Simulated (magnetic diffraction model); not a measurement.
**Moment size from magnetic intensity in Tb3Sc2Rh3**

Space group P6_3/mcm (no. 193), a = 8.0110 Å, c = 6.2130 Å.

```
site  atom       x       y    z
  6g    Tb  0.7458  0.7458  3/4
  6g    Rh  0.4034  0.4034  3/4
  4d    Sc     1/3     2/3    0
```

This is a made-up structure (elements placed in a structure type, unrelaxed), so the numbers test the method and describe no known phase.

Only Tb is taken to order (form factors of Tb3+); orders and moment sizes are assumed, and not adapted to the symmetry. Radiation: neutrons of λ = 4.2 Å, 3° to 80°; isotropic B of 0.12 Å² (Tb), 0.16 Å² (Rh) and 0.17 Å² (Sc). The intensities are simulated: I ∝ L Σ (|F_N|² + |F_M⊥|²) for unpolarised neutrons, with F_M = 2.695 fm/μB × Σ f(s) S exp(2πi Q·r) exp(−B s²) at Q = H ± k (one set where k and −k are equivalent), only the part normal to Q counting and L = 1/(sin²θ cos θ). For collinear order S is the moment m, which repeats by lattice and centring translations R with the sign exp(−2πi k·R). Form factors are spin-only for 3d ions and dipole or tabulated for f ions, scattering lengths are Sears's of 1992, and absorption is left out. A label names one of the reflections at its angle. The strongest nuclear line in the range is 100, and lines under 0.2 are left out.

In a first state the assumed order is k = (1/2 1/2 0), collinear moments along [100], 7.2 μB on Tb; signs + at (0.7458, 0.7458, 3/4), + at (0, 0.2542, 3/4), + at (0.2542, 0, 3/4), − at (0.2542, 0.2542, 1/4), − at (0, 0.7458, 1/4), − at (0.7458, 0, 1/4), with this pattern:

```csv
2θ (°),index,nuclear,magnetic
17.41,(1/2 -1/2 0),0.0,282.5
30.39,(1/2 1/2 0),0.0,426.0
35.24,(1 0 0),100.0,0.0
43.47,(1/2 -1/2 1),0.0,168.5
47.21,(3/2 -1/2 0),0.0,76.5
50.65,(1/2 1/2 1),0.0,268.7
54.01,(3/2 -3/2 0),0.0,34.6
63.20,(3/2 -1/2 1),0.0,0.3
63.24,(1 1 0),38.3,0.0
66.14,(3/2 1/2 0),0.0,0.3
68.95,(3/2 -3/2 1),0.0,43.2
74.51,(2 0 0),33.8,0.0
77.19,(1 1 1),6.0,0.0
79.86,(3/2 1/2 1),0.0,308.4
```

**Question.** Nearer the ordering temperature the line at 30.39° has total intensity 307.8 on the same scale, and all moments have shrunk alike. How large is the Tb moment?

The nuclear part, 0.0, stays, so the magnetic part is 307.8 against 426.0. It goes as m², so m = 7.2 × √(307.8/426.0) = 6.12 μB; the value used was 6.12 μB.

[Logs are printed without paths, hosts, clocks, repeated set-up lines and the standing remarks that a program may print on its own settings, such as how far it seeks lower states.]
